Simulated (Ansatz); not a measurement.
# Ba on Co(0001): change of the work function, part 4 of 4

Aim: the work function of Co(0001) at several coverages of Ba (fcc site), and the dipole that each adsorbate carries.

Ansatz 0.2.0; plane-wave DFT, PBE, Ansatz PAW.

So far, work function, upper face (eV): step 2 (the clean slab) 4.93; step 3 (37 atoms, coverage 0.111 ML, cell 3x3) 1.82.

### Step 4. Adsorbate added, k-mesh 6×6×1, coverage 0.25 ML (continued)

Projected DOS per atom, spin up over height of the atomic layer and energy from the Fermi level. Layers: Co4 Co4 Co4 Co4 Ba from below.

Values in states/eV, 22 rows by 5 columns, each cell a mean:
```
0.07 0.07 0.06 0.06 0.04
0.18 0.15 0.11 0.15 0.04
0.11 0.14 0.19 0.14 0.11
0.09 0.07 0.07 0.12 0.30
0.22 0.19 0.19 0.25 0.45
0.29 0.36 0.47 0.46 0.16
1.37 1.81 1.79 1.41 0.10
1.59 1.21 1.10 1.38 0.10
1.41 0.96 0.89 1.19 0.21
1.99 1.38 1.40 1.92 0.08
1.63 1.31 1.25 1.66 0.07
0.76 0.83 0.82 0.79 0.03
0.91 0.91 0.86 0.90 0.01
0.66 0.97 0.96 0.64 0.01
0.39 0.78 0.87 0.50 0.02
0.23 0.43 0.49 0.28 0.02
0.09 0.10 0.11 0.10 0.01
0.06 0.11 0.11 0.07 0.01
0.05 0.07 0.07 0.06 0.01
0.05 0.09 0.09 0.06 0.01
0.02 0.05 0.05 0.02 0.00
0.01 0.04 0.05 0.01 0.00
```
Columns: height of the atomic layer (Å) from 9 to 17.6 (not evenly spaced); rows upwards: energy from the Fermi level (eV) from -7.96 to 1.95.

Projected DOS per atom, spin down over height of the atomic layer and energy from the Fermi level. Layers: Co4 Co4 Co4 Co4 Ba from below.

Ten even steps from '_' (0.00 states/eV) to '@' (1.81 states/eV), each cell a mean:
```
..____..__
==++++==__
%%%%##**..
**====**..
==----==..
##**++++__
@@**##%%__
**++==##..
::::::--..
==++====__
::------__
::----::__
..::::..__
........__
__....____
__________
__________
__________
__________
__________
__________
__________
```
Columns: height of the atomic layer (Å) from 9 to 17.6 (not evenly spaced); rows upwards: energy from the Fermi level (eV) from -7.96 to 1.95.

Site moment by atom:

| atom | site moment (μB) |
| --- | --- |
| Co1 | 1.83 |
| Co2 | 1.76 |
| Co3 | 1.73 |
| Co4 | 1.64 |
| Co5 | 1.83 |
| Co6 | 1.76 |
| Co7 | 1.73 |
| Co8 | 1.64 |
| Co9 | 1.83 |
| Co10 | 1.76 |
| Co11 | 1.73 |
| Co12 | 1.64 |
| Co13 | 1.84 |
| Co14 | 1.75 |
| Co15 | 1.75 |
| Co16 | 1.79 |
| Ba17 | -0.03 |

Spin density in the ca plane at fractional y = 0.000, with atoms of Co within 0.2 Å of it.

Ten even steps from '0' (0.0 e/Å³) to '9' (5.4 e/Å³), each cell a mean:
```
00000015300000000153000000000000000000000000
00000000000000000000000000000000000000000000
00000000000000000000000000000000000000000000
00000000000000000000000000000000000000000000
00000000000000000000000000000000000000000000
00000015300000000153000000000000000000000000
00000029500000000285000000000000000000000000
00000001100000000010000000000000000000000000
00000000000000000000000000000000000000000000
00000000000000000000000000000000000000000000
00000000000000000000000000000000000000000000
00000001100000000010000000000000000000000000
00000029500000000285000000000000000000000000
```
Columns run along c (16.0 Å, from fractional 0.31 to 0.89 of the cell), rows up along a (5.0 Å). Atoms in or near the plane, at fractional coordinates: Co at (0.41, 0.00), Co at (0.55, 0.00), Co at (0.41, 0.50), Co at (0.55, 0.51).

ELF of down spins in the ca plane at fractional y = 0.000, with atoms of Co within 0.2 Å of it. It is the smooth field of the valence electrons, not physical close to the nuclei.

Ten even steps from '0' (0.00) to '9' (0.97), each cell a mean:
```
44333159732433332698301100000000000000000000
21123213213211132232112211000000000000000000
11112322233111123222334432110001000000000000
12112322233111123222334432110001000000000000
21123213213211132232112211000000000000000000
44333159732433332698301100000000000000000000
54443279932443432699311124432100000000000000
32233136522322232354211268875210010000000000
11113211123211123111221589987410010000000000
12112333333112113333432688897421011000000000
11113211123211123111221588987410010000000000
32233136522322232354211268875210010000000000
54443279932443432699311124432100000000000000
```
Columns run along c (16.0 Å, from fractional 0.31 to 0.89 of the cell), rows up along a (5.0 Å). Atoms in or near the plane, at fractional coordinates: Co at (0.41, 0.00), Co at (0.55, 0.00), Co at (0.41, 0.50), Co at (0.55, 0.51).

Valence density in the ca plane at fractional y = 0.000, with atoms of Co within 0.2 Å of it. It is the smooth field of the valence electrons, not physical close to the nuclei.

Ten steps, logarithmic in the rise over the least value, from '0' (0 e/Å³) to '9' (40 e/Å³), each cell a mean:
```
01111268741111112698410000000000000000000000
11111134321111111343200000000000000000000000
12211111111123211111100000000000000000000000
12211111111123211111100000000000000000000000
11111134321111111343200000000000000000000000
01111268741111112698410000000000000000000000
01111279841111112798410000000000000000000000
11111246531111111465210011110000000000000000
12211112211122111121100122221000000000000000
13321111111123211111100123321000000000000000
12211112211122111121100122221000000000000000
11111246531111111465210011110000000000000000
01111279841111112798410000000000000000000000
```
Columns run along c (16.0 Å, from fractional 0.31 to 0.89 of the cell), rows up along a (5.0 Å). Atoms in or near the plane, at fractional coordinates: Co at (0.41, 0.00), Co at (0.55, 0.00), Co at (0.41, 0.50), Co at (0.55, 0.51).

The relaxation took 6 steps and lowered the energy by 0.41 eV; the largest force on the free atoms ends at 0.0066 eV/Å.

By hand: a sheet of dipoles makes a step −p/(ε₀A) in the electron's potential. With e/ε₀ = 180.95 V·Å, p = 0.3119 e·Å and A = 21.82 Å², that is −180.95 × (0.3119) / 21.82 = -2.586 eV, and the two vacuum levels of the run differ by -2.586 eV.

The covered face has 2.40 eV, -2.53 eV against the clean one; the bare back face has moved by -0.00 eV, a measure of how thin the slab is.

### Step 5. Work function against coverage

This step: plane-wave DFT, PBE, Ansatz PAW; work function against coverage (Ansatz 0.2.0).

The runs are now put side by side.

Numbers from this step:

```
work function of the clean face     : 4.925 eV
largest change of the work function : -3.108 eV
```

Work function of the covered face against coverage:

| coverage (adsorbates/nm²) | work function of the covered face (eV) |
| --- | --- |
| 0.00 | 4.93 |
| 2.04 | 1.82 |
| 4.58 | 2.40 |

The dipole per adsorbate comes from the change of the cell's dipole. Coverage, by row:

| coverage (1/nm²) | coverage (ML) | work function (eV) | change (eV) | dipole per adsorbate, positive end outwards (debye) | mean height of the added atoms over the highest substrate atom (Å) |
| --- | --- | --- | --- | --- | --- |
| 2.036 | 0.1111 | 1.817 | -3.108 | 4.026 | 2.476 |
| 4.582 | 0.25 | 2.398 | -2.528 | 1.461 | 2.499 |

### Step 6. Summary of results

* work function of the clean face: 4.93 eV
* work function at 0.11 ML: 1.82 eV
* work function at 0.25 ML: 2.40 eV
* dipole per adsorbate at 0.11 ML, positive end outwards: 4.03 D

In words: Ba lowers the work function of Co(0001) at the lowest coverage, by 3.11 eV: the adsorbate layer has its positive end outwards. The slab has 4 layers, at the tabulated experimental lattice constant, one starting site was run, and quantum-size effects of a slab this thin can reach one or two tenths of an eV. The magnetic order is the one reached from the typed start; other orders were not compared.

[Long decimals in the printed logs are rounded to 6 places.]

[Logs are printed without paths, hosts, clocks, repeated set-up lines and the standing remarks that a program may print on its own settings, such as how far it seeks lower states.]

[Hosts, paths, dates, database ids (printed as entryN), source tags and the programs' standing remarks are cut or masked in the printed files.]

[Maps of the electrostatic potential energy from Ansatz leave out the sawtooth potential of an applied field or a dipole correction, so their vacuum need not be flat; planar profiles and work functions include it.]
